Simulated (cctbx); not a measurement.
## Lattice, Laue class and space group of a new crystal

Cell: a = 5.0540 Å, b = 19.9910 Å, c = 4.6710 Å, α = 90.00°, β = 90.00°, γ = 90.00°. Expected content of the cell: Hg4 Zn16 Fe12.

The data are simulated with cctbx, not measured: Cu Kα, λ = 1.54184 Å, to d = 0.83 Å, 70 % of the full sphere, strongest reflection 5000 counts, noise from counting, a 6 % proportional error and a noise floor of 15 counts (s.d.); no absorption.

Tests on the unmerged data give:

```text
2397 reflections to d = 0.830 A
centring   violations  <I/sigma> of those
    A        383 of  1183      3.2
    B        586 of  1192      5.4
    C        549 of  1221      4.9
    I        584 of  1211      5.4
    R        766 of  1604      5.2
    F        759 of  1798      4.5
Laue class    unique    Rint  (classes that these axes allow; Friedel mates merged)
P -1             1564   0.063
P 1 2/m 1         887   0.075
P 1 1 2/m         949   0.077
P 2/m 1 1         943   0.074
P m m m           558   0.082
space group    extra absences  I>4sigma  <I/sigma>
P 2 2 2                 0          0         -  acentric
P 2 2 21                6          0      -0.6  acentric
P 2 21 2               18          0      -0.0  acentric
P 2 21 21              24          0      -0.1  acentric
P m m 2                 0          0         -  acentric
P 2 m m                 0          0         -  acentric
P m 2 m                 0          0         -  acentric
P m c 21               40          0      -0.2  acentric
P b 21 m              154          0      -0.0  acentric
P b m 2               154          0      -0.0  acentric
P 2 c m                40          0      -0.2  acentric
P b c 21              194          0      -0.0  acentric
P m m m                 0          0         -  centric
P b m m               154          0      -0.0  centric
P m c m                40          0      -0.2  centric
P b c m               194          0      -0.0  centric
Wilson B = -0.06 A^2   <|E^2-1|> = 0.898 (0.968 centric, 0.736 acentric)   E^2>4: 2.9 %
shell (A)         n   <I/sigma>
20.00 - 1.66     87     11.6
 1.66 - 1.32     72      9.6
 1.32 - 1.15     62     10.6
 1.15 - 1.05     76     10.1
 1.05 - 0.97     63      8.5
 0.97 - 0.91     71      8.7
 0.91 - 0.87     60      8.5
 0.87 - 0.83     67      9.3
```

Q: Read the symmetry from these tables.

Every centring test has many violations, so the lattice is primitive.

Rint stays low (0.063 to 0.082) up to P m m m, the highest class in these axes.

16 settings pass the absence test. The most absences obeyed, 194, belong to P b c 21 and P b c m, which absences can't tell apart.

⟨|E²−1|⟩ = 0.898 leans to a centrosymmetric structure. The Wilson B of -0.06 Å² means U ≈ -0.0008 Å², too small to be real: the Wilson fit fails with so few reflections and atoms.

The true group is Pbcm (no. 57), Laue class mmm, centrosymmetric. The tables only narrow the choice to the tied entries; cell content, site symmetry and trial solutions must settle it.

The model is made up (kin elements in a known structure type, no relaxation), so it says nothing on whether the phase exists.

[Logs are printed without paths, hosts, clocks, repeated set-up lines and the standing remarks that a program may print on its own settings, such as how far it seeks lower states.]
